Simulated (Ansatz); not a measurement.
Planning a GW calculation on SnO2 (Cassiterite).

```
Sn O
1.0
     4.73800    0.00000    0.00000
     0.00000    4.73800    0.00000
     0.00000    0.00000    3.18650
Sn O
2 4
Cartesian
  0.0000 0.0000 0.0000
  2.3690 2.3690 1.5933
  1.4550 1.4550 0.0000
  0.9140 3.8240 1.5933
  3.2830 3.2830 0.0000
  3.8240 0.9140 1.5933
```

The cell and positions come from the Crystallography Open Database and are kept as given unless a step says otherwise.

Runs so far (Ansatz 0.2.0, start PBE, hard PAW files, 4×4×6 mesh). Times are wall times on 1 × NVIDIA H100 80GB HBM3 (shared by 3 runs) with 4 threads of AMD EPYC 7R13 (Zen 3), shared host, good to a factor of about two.

```
bands summed  cutoff (eV)  gap on the mesh (eV)   time
         221          110                 2.800   41 s
         459          190                 2.937   64 s
         754          270                 2.989  2 min
```

What should the next rung give, with 1237 bands and screening to 380 eV, and where is the limit?

The error falls about as one over the bands when the cutoff rises with them. A line through the two highest rungs given predicts 3.021 eV; the run gave 3.038 eV, a miss of 0.017 eV, so the law fails here: the steps don't follow it yet. The two highest rungs put the limit near 3.114 eV, the pair below near 3.070 eV; neither can be trusted until a further rung is run.

Gaps are over the mesh's points; an edge off the mesh would be missed. Limits: not at the basis limit; no spin-orbit coupling.

[Paths, hosts, dates, memory and timing lines, banners, echoed tables and standing remarks are left out of the program output.]

[Logs are printed without paths, hosts, clocks, repeated set-up lines and the standing remarks that a program may print on its own settings, such as how far it seeks lower states.]

[Runs of the session that timed out or met a known fault of the program may be left out.]

[Cells called generated may have been cut or substituted from an entry of the Crystallography Open Database or the Materials Project.]

[Hosts, paths, dates, database ids (printed as entryN), source tags and the programs' standing remarks are cut or masked in the printed files.]
